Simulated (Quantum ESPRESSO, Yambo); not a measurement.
Planning a run of Yambo 5.3.0 on Ga2O3 (R-3c). The input:

```
HF_and_locXC
gw0
dyson
ppa
em1d
rim_cut
RandQpts= 1000000
RandGvec= 1 RL
EXXRLvcs= 104 Ry
VXCRLvcs= 416 Ry
Chimod= "HARTREE"
% BndsRnXp
 1 | 126 |
%
NGsBlkXp= 199 RL
% LongDrXp
 1 | 1 | 1 |
%
% GbndRnge
 1 | 126 |
%
DysSolver= "n"
ExtendOut
PPAPntXp= 27.21138 eV
% QPkrange
 2 | 2 | 59 | 62 |
 1 | 1 | 59 | 62 |
%
```

```sh
OMP_NUM_THREADS=2 mpirun -n 2 yambo -F gw4.in -J gw4 -C gw4 > gw4.log
```

The stored states that it reads are on a 4×4×4 mesh. Symmetry: R-3c, No. 167, trigonal system. Conventional cell: a = 4.897 Å, b = 4.897 Å, c = 13.182 Å, α = 90.00°, β = 90.00°, γ = 120.00°. Nearest to Ga lie 6 O at 1.89 to 2.04 Å. Nearest to O lie 4 Ga at 1.89 to 2.04 Å. Farther neighbours and most contacts between anions are not listed.

Q: Estimate wall time and host memory on 2 MPI ranks of Arm Neoverse V2, shared host.

It took 11 min; on shared hardware allow 5.7 min to 23 min. Peak host memory was 5.0 GiB.

The screening grows as filled bands × empty bands × pairs of k points, times the square of the screening basis for the matrix.

[Paths, hosts, dates, memory and timing lines, banners, echoed tables and standing remarks are left out of the program output.]

[Logs are printed without paths, hosts, clocks, repeated set-up lines and the standing remarks that a program may print on its own settings, such as how far it seeks lower states.]

[Runs of the session that timed out or met a known fault of the program may be left out.]

[Hosts, paths, dates, database ids (printed as entryN), source tags and the programs' standing remarks are cut or masked in the printed files.]
